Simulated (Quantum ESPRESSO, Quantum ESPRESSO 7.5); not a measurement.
**F on fcc sites of Cu(111), stepped through the coverage**

What law, if any, do the results for F on fcc sites of Cu(111) follow against the coverage?

Calculated with Quantum ESPRESSO 7.5; plane-wave DFT, PBE, GBRV ultrasoft pseudopotentials.

Report form: the programs' logs are mostly left out.

## Step 1: The structure

It takes space group Fm-3m (No. 225, cubic). The conventional cell has a = 3.610 Å, b = 3.610 Å, c = 3.610 Å, α = 90.00°, β = 90.00°, γ = 90.00°. Nearest to Cu lie 12 Cu at 2.55 Å.

Set-up: Slabs of 3 layers, covered on the upper face; adsorbates and the top layer relax in a periodic cell, the rest is held (the clean slab relaxes both outer layers); a run under open boundaries (ESM, bc1) gives both vacuum levels. Cells of one to 9 surface sites carry the coverages, on meshes of like density; cold smearing of 0.02 Ry. The slabs take the lattice constants of the bulk relaxed by the same program.

Members 0.1667, 0.25, 0.3333, 0.5 and 0.6667 took the same steps and show in the table alone.

This run has no spin polarisation, although Cu can carry a moment. A spin-polarised state was not tried and may lie lower.

## Step 2: Variable-cell relaxation of the reference

The bulk crystal is relaxed in cell and atoms; the members are built on its lattice constants.

The input, ref.vc.in:

```
&control
  prefix = 'ref.vc'
  outdir = './out'
  pseudo_dir = './pseudo'
  nstep = 40
  forc_conv_thr = 0.0003
  calculation = 'vc-relax'
/
&system
  ibrav = 0
  nat = 1
  ntyp = 1
  ecutwfc = 50
  ecutrho = 250
  occupations = 'smearing'
  smearing = 'mv'
  degauss = 0.02
/
&electrons
  conv_thr = 1e-09
  mixing_beta = 0.4
  electron_maxstep = 120
/
&ions
/
&cell
  press_conv_thr = 0.3
/
ATOMIC_SPECIES
  Cu  63.5460  cu_pbe_v1.2.uspp.F.UPF
CELL_PARAMETERS angstrom
  0.00000000000000 1.80500000000000 1.80500000000000
  1.80500000000000 0.00000000000000 1.80500000000000
  1.80500000000000 1.80500000000000 0.00000000000000
ATOMIC_POSITIONS crystal
  Cu  0.000000000000 0.000000000000 0.000000000000
K_POINTS automatic
  19 19 19 0 0 0
```

Started as:

```
OMP_NUM_THREADS=1 mpirun -n 8 pw.x -nk 8 -in ref.vc.in > ref.vc.out
```

Wall time 38 s (8 MPI ranks of AMD EPYC 7R43, shared host); peak memory 0.48 GiB; 5.1 min of CPU time.

Step by step:

```tsv
step	energy less that of the first step (eV)	largest force (eV/Å)	volume (Å³)
1	0.0000	0.0000	11.76
2	-0.0004	0.0000	11.85
3	-0.0004	0.0000	11.85
4	-0.0004	0.0000	11.86
5	-0.0004	0.0000	11.86
6	-0.0013	0.0000	11.86
```

```tsv
conventional cell, symmetrised	before	after	change
a (Å)	3.610	3.620	+0.3 %
b (Å)	3.610	3.620	+0.3 %
c (Å)	3.610	3.620	+0.3 %
volume (Å³/atom)	11.76	11.86	+0.9 %
```

Final coordinates:

```cif
data_structure
_symmetry_space_group_name_H-M 'P 1'
_symmetry_Int_Tables_number 1
_cell_length_a 2.5599
_cell_length_b 2.5599
_cell_length_c 2.5599
_cell_angle_alpha 60.000
_cell_angle_beta 60.000
_cell_angle_gamma 60.000
_cell_volume 11.86
loop_
_atom_site_label
_atom_site_type_symbol
_atom_site_fract_x
_atom_site_fract_y
_atom_site_fract_z
_atom_site_occupancy
Cu1 Cu 0.00000 0.00000 0.00000 1
```

 The last row is no step: it is a fresh SCF in the final cell with a new plane-wave basis, -1 meV from the row before.

Read from the output:

```
free energy  : -5493.7590 eV
Fermi energy : 16.04 eV
```

## Step 3: SCF with pw.x of the reference

A bulk run at that cell gives the reference energy and levels.

The input, ref.bulk.in:

```
&control
  prefix = 'ref.bulk'
  outdir = './out'
  pseudo_dir = './pseudo'
  calculation = 'scf'
  tprnfor = .true.
/
&system
  ibrav = 0
  nat = 1
  ntyp = 1
  ecutwfc = 40
  ecutrho = 200
  occupations = 'smearing'
  smearing = 'mv'
  degauss = 0.02
/
&electrons
  conv_thr = 1e-09
  mixing_beta = 0.4
  electron_maxstep = 120
/
ATOMIC_SPECIES
  Cu  63.5460  cu_pbe_v1.2.uspp.F.UPF
CELL_PARAMETERS angstrom
  0.00000000000000 1.81011480200000 1.81011480200000
  1.81011480200000 0.00000000000000 1.81011480200000
  1.81011480200000 1.81011480200000 0.00000000000000
ATOMIC_POSITIONS crystal
  Cu  0.000000000000 0.000000000000 0.000000000000
K_POINTS automatic
  19 19 19 0 0 0
```

Started as:

```
OMP_NUM_THREADS=1 mpirun -n 8 pw.x -nk 8 -in ref.bulk.in > ref.bulk.out
```

The job ended after 5.5 s (8 MPI ranks; peak memory 0.44 GiB; 41 s of CPU time).

Read from the output:

```
free energy : -5493.7368 eV
```

## Step 4: Relaxation with pw.x of the reference

The free molecule gives the reference for adsorption energies.

System of this step: F2 molecule in a box. The cell holds 2 atoms: 2 F. Its edges and angles: a = 11.000 Å, b = 11.500 Å, c = 13.000 Å, α = 90.0°, β = 90.0°, γ = 90.0°. Vacuum lies along a, b and c.

The input, ref.gas.in:

```
&control
  prefix = 'ref.gas'
  outdir = './out'
  pseudo_dir = './pseudo'
  nstep = 40
  forc_conv_thr = 0.001
  calculation = 'relax'
/
&system
  ibrav = 0
  nat = 2
  ntyp = 1
  ecutwfc = 40
  ecutrho = 200
  occupations = 'smearing'
  smearing = 'gaussian'
  degauss = 0.002
/
&electrons
  conv_thr = 1e-07
  mixing_beta = 0.4
  electron_maxstep = 120
/
&ions
/
ATOMIC_SPECIES
  F   18.9984  f_pbe_v1.4.uspp.F.UPF
CELL_PARAMETERS angstrom
  11.00000000000000 0.00000000000000 0.00000000000000
  0.00000000000000 11.50000000000000 0.00000000000000
  0.00000000000000 0.00000000000000 13.00000000000000
ATOMIC_POSITIONS crystal
  F   0.500000000000 0.500000000000 0.445384615385
  F   0.500000000000 0.500000000000 0.554615384615
K_POINTS automatic
  1 1 1 0 0 0
```

Started as:

```
OMP_NUM_THREADS=1 mpirun -n 8 pw.x -nk 1 -in ref.gas.in > ref.gas.out
```

Run time: 5.9 s. Hardware: 8 MPI ranks; peak memory 0.74 GiB.

No atom moved by 0.005 Å in the relaxation.

This step gave:

```
free energy  : -1318.6309 eV
Fermi energy : -7.927 eV
```

## Step 5: Relaxation with pw.x, 0 ML

What the set-up leaves free in this member is relaxed.

System of this step: Cu(111), 3 layers, 1 sites a cell. The cell holds 3 atoms: 3 Cu. Its edges and angles: a = 2.560 Å, b = 2.560 Å, c = 18.220 Å, α = 90.0°, β = 90.0°, γ = 60.0°. It derives from Cu. Vacuum lies along c.

The input, m0.relax.in:

```
&control
  prefix = 'm0.relax'
  outdir = './out'
  pseudo_dir = './pseudo'
  nstep = 70
  forc_conv_thr = 0.0015
  calculation = 'relax'
/
&system
  ibrav = 0
  nat = 3
  ntyp = 1
  ecutwfc = 40
  ecutrho = 200
  occupations = 'smearing'
  smearing = 'mv'
  degauss = 0.02
/
&electrons
  conv_thr = 1e-07
  mixing_beta = 0.3
  electron_maxstep = 120
  mixing_mode = 'local-TF'
/
&ions
/
ATOMIC_SPECIES
  Cu  63.5460  cu_pbe_v1.2.uspp.F.UPF
CELL_PARAMETERS angstrom
  2.55988890244069 0.00000000000000 0.00000000000000
  1.27994445122034 2.21692882037950 0.00000000000000
  0.00000000000000 0.00000000000000 18.21995266725513
ATOMIC_POSITIONS crystal
  Cu  0.333333333300 0.333333333300 0.385282877812
  Cu  0.666666666700 0.666666666700 0.500000000000 0 0 0
  Cu  0.000000000000 0.000000000000 0.614717122188
K_POINTS automatic
  10 10 1 0 0 0
```

Started as:

```
OMP_NUM_THREADS=1 mpirun -n 8 pw.x -nk 4 -in m0.relax.in > m0.relax.out
```

Run time: 14 s. Hardware: 8 MPI ranks; peak memory 0.59 GiB; 1.8 min of CPU time.

No atom moved by 0.005 Å in the relaxation.

 On the free atoms the largest force ends at 0.005 eV/Å.

This step gave:

| Property | Result |
| --- | --- |
| free energy | -16480.2598 eV |
| Fermi energy | 2.344 eV |

## Step 6: Ground state, 0 ML

A run under open boundaries on these atoms gives the vacuum levels.

The input, m0.esm.in:

```
&control
  prefix = 'm0.esm'
  outdir = './out'
  pseudo_dir = './pseudo'
  calculation = 'scf'
  tprnfor = .true.
/
&system
  ibrav = 0
  nat = 3
  ntyp = 1
  ecutwfc = 40
  ecutrho = 200
  occupations = 'smearing'
  smearing = 'mv'
  degauss = 0.02
  assume_isolated = 'esm'
  esm_bc = 'bc1'
/
&electrons
  conv_thr = 1e-07
  mixing_beta = 0.25
  electron_maxstep = 160
  mixing_mode = 'local-TF'
  mixing_ndim = 12
/
ATOMIC_SPECIES
  Cu  63.5460  cu_pbe_v1.2.uspp.F.UPF
CELL_PARAMETERS angstrom
  2.55988890244069 0.00000000000000 0.00000000000000
  1.27994445122034 2.21692882037950 0.00000000000000
  0.00000000000000 0.00000000000000 18.21995266725513
ATOMIC_POSITIONS crystal
  Cu  0.333333275598 0.333333448803 -0.114717116091
  Cu  0.666666493462 0.666667013077 -0.000000007025
  Cu  0.000000000000 0.000000000000 0.114717116091
K_POINTS automatic
  10 10 1 0 0 0
```

Started as:

```
OMP_NUM_THREADS=1 mpirun -n 8 pw.x -nk 4 -in m0.esm.in > m0.esm.out
```

Elapsed: 27 s, on 8 MPI ranks; peak memory 0.59 GiB.

Read from the output:

| Quantity | Value |
| --- | --- |
| Fermi energy | -4.886 eV |
| vacuum line at the lower end of the cell, over the Fermi level | 4.885 eV |
| vacuum line at the upper end of the cell, over the Fermi level | 4.886 eV |

Electrostatic potential energy of an electron; zero at the Fermi level. Potential energy, planar mean against z:

z (Å), potential energy, planar mean (eV) and a bar from the least value:
```
     -9.0        4.9 ##############################
     -8.5        4.9 ##############################
     -8.0        4.9 ##############################
     -7.5        4.9 ##############################
     -7.0        4.9 ##############################
     -6.5        4.9 ##############################
     -6.0        4.9 ##############################
     -5.5        4.9 ##############################
     -5.0        4.9 ##############################
     -4.5        4.8 ##############################
     -4.0        4.6 ##############################
     -3.5        3.8 #############################
     -3.0        0.8 ##########################
     -2.5      -12.2 ############
     -2.0      -22.9 #
     -1.5       -5.4 ###################
     -1.0        0.0 #########################
     -0.5       -8.9 ################
      0.0      -24.3 
      0.5       -8.9 ################
      1.0        0.0 #########################
      1.5       -5.4 ###################
      2.0      -22.9 #
      2.5      -12.2 ############
      3.0        0.8 ##########################
      3.5        3.8 #############################
      4.0        4.6 ##############################
      4.5        4.8 ##############################
      5.0        4.9 ##############################
      5.5        4.9 ##############################
      6.0        4.9 ##############################
      6.5        4.9 ##############################
      7.0        4.9 ##############################
      7.5        4.9 ##############################
      8.0        4.9 ##############################
      8.5        4.9 ##############################
      9.0        4.9 ##############################
```

The vacuum levels are read from the outermost 0.7 Å of the cell on either side.

Inside the slab this potential holds the local part of the pseudopotentials, which can be repulsive at the nuclei; only its value in the vacuum has a meaning of its own.

## Step 7: Relaxing the ions, 0.1111 ML

System of this step: Cu(111), 3 layers, 9 sites a cell, 1 F on fcc sites. The cell holds 28 atoms: 27 Cu and 1 F. Its edges and angles: a = 7.680 Å, b = 7.680 Å, c = 19.407 Å, α = 90.0°, β = 90.0°, γ = 60.0°. It derives from Cu. Vacuum lies along c.

The input, m1.relax.in:

```
&control
  prefix = 'm1.relax'
  outdir = './out'
  pseudo_dir = './pseudo'
  nstep = 70
  forc_conv_thr = 0.0015
  calculation = 'relax'
/
&system
  ibrav = 0
  nat = 28
  ntyp = 2
  ecutwfc = 40
  ecutrho = 200
  occupations = 'smearing'
  smearing = 'mv'
  degauss = 0.02
/
&electrons
  conv_thr = 1e-07
  mixing_beta = 0.3
  electron_maxstep = 120
  mixing_mode = 'local-TF'
/
&ions
/
ATOMIC_SPECIES
  Cu  63.5460  cu_pbe_v1.2.uspp.F.UPF
  F   18.9984  f_pbe_v1.4.uspp.F.UPF
CELL_PARAMETERS angstrom
  7.67966670732207 0.00000000000000 0.00000000000000
  3.83983335366103 6.65078646113850 0.00000000000000
  0.00000000000000 0.00000000000000 19.40655679958268
ATOMIC_POSITIONS crystal
  Cu  0.000000000000 0.000000000000 0.361724950476 0 0 0
  Cu  0.000000000000 0.333333333300 0.361724950476 0 0 0
  Cu  0.000000000000 0.666666666700 0.361724950476 0 0 0
  Cu  0.333333333300 0.000000000000 0.361724950476 0 0 0
  Cu  0.333333333300 0.333333333300 0.361724950476 0 0 0
  Cu  0.333333333300 0.666666666700 0.361724950476 0 0 0
  Cu  0.666666666700 0.000000000000 0.361724950476 0 0 0
  Cu  0.666666666700 0.333333333300 0.361724950476 0 0 0
[... 16 atom lines left out ...]
  Cu  0.555555555600 0.888888888900 0.577130553642
  Cu  0.555555555600 0.222222222200 0.577130553642
  Cu  0.555555555600 0.555555555600 0.577130553642
  F   0.000000000000 0.000000000000 0.638275049524
K_POINTS automatic
  4 4 1 0 0 0
```

Started as:

```
OMP_NUM_THREADS=1 mpirun -n 8 pw.x -nk 1 -in m1.relax.in > m1.relax.out
```

Wall time 62 min (8 MPI ranks); peak memory 3 GiB; 8.3 h of CPU time.

Step by step:

```tsv
step	energy less that of the first step (eV)	largest force (eV/Å)
1	0.0000	3.1477
2	-0.3551	1.5260
3	-0.4807	0.5121
4	-0.4957	0.1952
5	-0.4994	0.1529
6	-0.5032	0.1710
7	-0.5086	0.1477
8	-0.5118	0.0841
9	-0.5130	0.0663
10	-0.5136	0.0538
11	-0.5138	0.0511
12	-0.5140	0.0404
13	-0.5141	0.0217
```

The atoms that moved most (Å):

```tsv
atom	dx	dy	dz	length
F28	0.000	0.000	0.221	0.221
Cu22	0.064	-0.037	0.003	0.074
Cu20	0.000	0.074	0.003	0.074
Cu19	-0.064	-0.037	0.003	0.074
Cu24	0.000	-0.023	-0.034	0.041
Cu26	-0.020	0.012	-0.034	0.041
Cu23	0.020	0.012	-0.034	0.041
Cu27	-0.004	-0.002	-0.026	0.026
```

The relaxed structure:

```cif
data_structure
_symmetry_space_group_name_H-M 'P 1'
_symmetry_Int_Tables_number 1
_cell_length_a 7.6797
_cell_length_b 7.6797
_cell_length_c 19.4066
_cell_angle_alpha 90.000
_cell_angle_beta 90.000
_cell_angle_gamma 60.000
_cell_volume 991.21
loop_
_atom_site_label
_atom_site_type_symbol
_atom_site_fract_x
_atom_site_fract_y
_atom_site_fract_z
_atom_site_occupancy
Cu1 Cu 0.00000 0.00000 0.36172 1
Cu2 Cu 0.00000 0.33333 0.36172 1
Cu3 Cu 0.00000 0.66667 0.36172 1
Cu4 Cu 0.33333 0.00000 0.36172 1
Cu5 Cu 0.33333 0.33333 0.36172 1
Cu6 Cu 0.33333 0.66667 0.36172 1
Cu7 Cu 0.66667 0.00000 0.36172 1
Cu8 Cu 0.66667 0.33333 0.36172 1
Cu9 Cu 0.66667 0.66667 0.36172 1
Cu10 Cu 0.11111 0.11111 0.46943 1
Cu11 Cu 0.11111 0.44444 0.46943 1
Cu12 Cu 0.11111 0.77778 0.46943 1
Cu13 Cu 0.44444 0.11111 0.46943 1
Cu14 Cu 0.44444 0.44444 0.46943 1
Cu15 Cu 0.44444 0.77778 0.46943 1
Cu16 Cu 0.77778 0.11111 0.46943 1
Cu17 Cu 0.77778 0.44444 0.46943 1
Cu18 Cu 0.77778 0.77778 0.46943 1
Cu19 Cu 0.88329 0.88329 0.57728 1
Cu20 Cu 0.88329 0.23342 0.57728 1
Cu21 Cu 0.88960 0.55520 0.57581 1
Cu22 Cu 0.23342 0.88329 0.57728 1
Cu23 Cu 0.22398 0.22398 0.57539 1
Cu24 Cu 0.22398 0.55205 0.57539 1
Cu25 Cu 0.55520 0.88960 0.57581 1
Cu26 Cu 0.55205 0.22398 0.57539 1
Cu27 Cu 0.55520 0.55520 0.57581 1
F28 F 0.00000 0.00000 0.64965 1
```

The relaxation lowers the energy by 18 meV an atom. On the free atoms the largest force ends at 0.022 eV/Å.

This step gave:

```
free energy  : -148984.3172 eV
Fermi energy : 1.938 eV
```

## Step 8: SCF with pw.x, 0.1111 ML

The input, m1.esm.in:

```
&control
  prefix = 'm1.esm'
  outdir = './out'
  pseudo_dir = './pseudo'
  calculation = 'scf'
  tprnfor = .true.
/
&system
  ibrav = 0
  nat = 28
  ntyp = 2
  ecutwfc = 40
  ecutrho = 200
  occupations = 'smearing'
  smearing = 'mv'
  degauss = 0.02
  assume_isolated = 'esm'
  esm_bc = 'bc1'
/
&electrons
  conv_thr = 1e-07
  mixing_beta = 0.25
  electron_maxstep = 160
  mixing_mode = 'local-TF'
  mixing_ndim = 12
/
ATOMIC_SPECIES
  Cu  63.5460  cu_pbe_v1.2.uspp.F.UPF
  F   18.9984  f_pbe_v1.4.uspp.F.UPF
CELL_PARAMETERS angstrom
  7.67966670732207 0.00000000000000 0.00000000000000
  3.83983335366103 6.65078646113850 0.00000000000000
  0.00000000000000 0.00000000000000 19.40655679958268
ATOMIC_POSITIONS crystal
  Cu  0.000000000000 0.000000000000 -0.143961144650
  Cu  0.000000000000 0.333333333300 -0.143961144650
  Cu  0.000000000000 0.666666666700 -0.143961144650
  Cu  0.333333333300 0.000000000000 -0.143961144650
  Cu  0.333333333300 0.333333333300 -0.143961144650
  Cu  0.333333333300 0.666666666700 -0.143961144650
  Cu  0.666666666700 0.000000000000 -0.143961144650
  Cu  0.666666666700 0.333333333300 -0.143961144650
[... 16 atom lines left out ...]
  Cu  0.555199857100 0.889600285900 0.070124488950
  Cu  0.552046226200 0.223976886900 0.069703065550
  Cu  0.555199857100 0.555199857100 0.070124488950
  F   0.000000000000 0.000000000000 0.143961144650
K_POINTS automatic
  4 4 1 0 0 0
```

Started as:

```
OMP_NUM_THREADS=1 mpirun -n 8 pw.x -nk 1 -in m1.esm.in > m1.esm.out
```

It took 20 min on 8 MPI ranks; peak memory 2.6 GiB.

This step gave:

- free energy: -148984.3161 eV
- Fermi energy: -4.988 eV
- vacuum line at the lower end of the cell, over the Fermi level: 4.814 eV
- vacuum line at the upper end of the cell, over the Fermi level: 5.162 eV

Inside the slab this potential holds the local part of the pseudopotentials, which can be repulsive at the nuclei; only its value in the vacuum has a meaning of its own.

## Step 9: Relaxation with pw.x, 0.75 ML

System of this step: Cu(111), 3 layers, 4 sites a cell, 3 F on fcc sites. The cell holds 15 atoms: 12 Cu and 3 F. Cell: a = 5.120 Å, b = 5.120 Å, c = 19.407 Å, α = 90.0°, β = 90.0°, γ = 60.0°. It derives from Cu. Vacuum lies along c.

The input, m7.relax.in:

```
&control
  prefix = 'm7.relax'
  outdir = './out'
  pseudo_dir = './pseudo'
  nstep = 70
  forc_conv_thr = 0.0015
  calculation = 'relax'
/
&system
  ibrav = 0
  nat = 15
  ntyp = 2
  ecutwfc = 40
  ecutrho = 200
  occupations = 'smearing'
  smearing = 'mv'
  degauss = 0.02
/
&electrons
  conv_thr = 1e-07
  mixing_beta = 0.3
  electron_maxstep = 120
  mixing_mode = 'local-TF'
/
&ions
/
ATOMIC_SPECIES
  Cu  63.5460  cu_pbe_v1.2.uspp.F.UPF
  F   18.9984  f_pbe_v1.4.uspp.F.UPF
CELL_PARAMETERS angstrom
  5.11977780488138 0.00000000000000 0.00000000000000
  2.55988890244069 4.43385764075900 0.00000000000000
  0.00000000000000 0.00000000000000 19.40655679958268
ATOMIC_POSITIONS crystal
  Cu  0.000000000000 0.500000000000 0.361724950476 0 0 0
  Cu  0.500000000000 0.000000000000 0.361724950476 0 0 0
  Cu  0.500000000000 0.500000000000 0.361724950476 0 0 0
  Cu  0.000000000000 0.000000000000 0.361724950476 0 0 0
  Cu  0.166666666700 0.666666666700 0.469427752059 0 0 0
  Cu  0.666666666700 0.166666666700 0.469427752059 0 0 0
  Cu  0.666666666700 0.666666666700 0.469427752059 0 0 0
  Cu  0.166666666700 0.166666666700 0.469427752059 0 0 0
  Cu  0.833333333300 0.333333333300 0.577130553642
  Cu  0.333333333300 0.833333333300 0.577130553642
  Cu  0.333333333300 0.333333333300 0.577130553642
  Cu  0.833333333300 0.833333333300 0.577130553642
  F   0.000000000000 0.500000000000 0.638275049524
  F   0.500000000000 0.000000000000 0.638275049524
  F   0.500000000000 0.500000000000 0.638275049524
K_POINTS automatic
  5 5 1 0 0 0
```

Started as:

```
OMP_NUM_THREADS=1 mpirun -n 8 pw.x -nk 2 -in m7.relax.in > m7.relax.out
```

Run time: 13 min. Hardware: 8 MPI ranks; peak memory 1.4 GiB; 1.7 h of CPU time.

The steps of the relaxation:

```tsv
step	energy less that of the first step (eV)	largest force (eV/Å)
1	0.0000	3.3861
2	-0.7534	1.0456
3	-0.8477	0.2689
4	-0.8531	0.1360
5	-0.8571	0.1685
6	-0.8614	0.2046
7	-0.8670	0.2175
8	-0.8710	0.1537
9	-0.8720	0.0871
10	-0.8726	0.0352
```

The atoms that moved most (Å):

```tsv
atom	dx	dy	dz	length
F13	-0.007	0.004	0.152	0.152
F14	0.000	-0.008	0.152	0.152
F15	0.007	0.004	0.152	0.152
Cu11	0.000	0.000	-0.077	0.077
Cu12	0.034	0.020	-0.011	0.041
Cu9	0.000	-0.039	-0.011	0.041
Cu10	-0.034	0.020	-0.011	0.041
```

The relaxation lowers the energy by 58 meV an atom. On the free atoms the largest force ends at 0.035 eV/Å.

Numbers from this step:

* free energy: -67905.7190 eV
* Fermi energy: 1.468 eV

(Continued in part 2 of 2.)

[Logs are printed without paths, hosts, clocks, repeated set-up lines and the standing remarks that a program may print on its own settings, such as how far it seeks lower states.]

[Hosts, paths, dates, database ids (printed as entryN), source tags and the programs' standing remarks are cut or masked in the printed files.]

[Maps of the electrostatic potential energy from Ansatz leave out the sawtooth potential of an applied field or a dipole correction, so their vacuum need not be flat; planar profiles and work functions include it.]
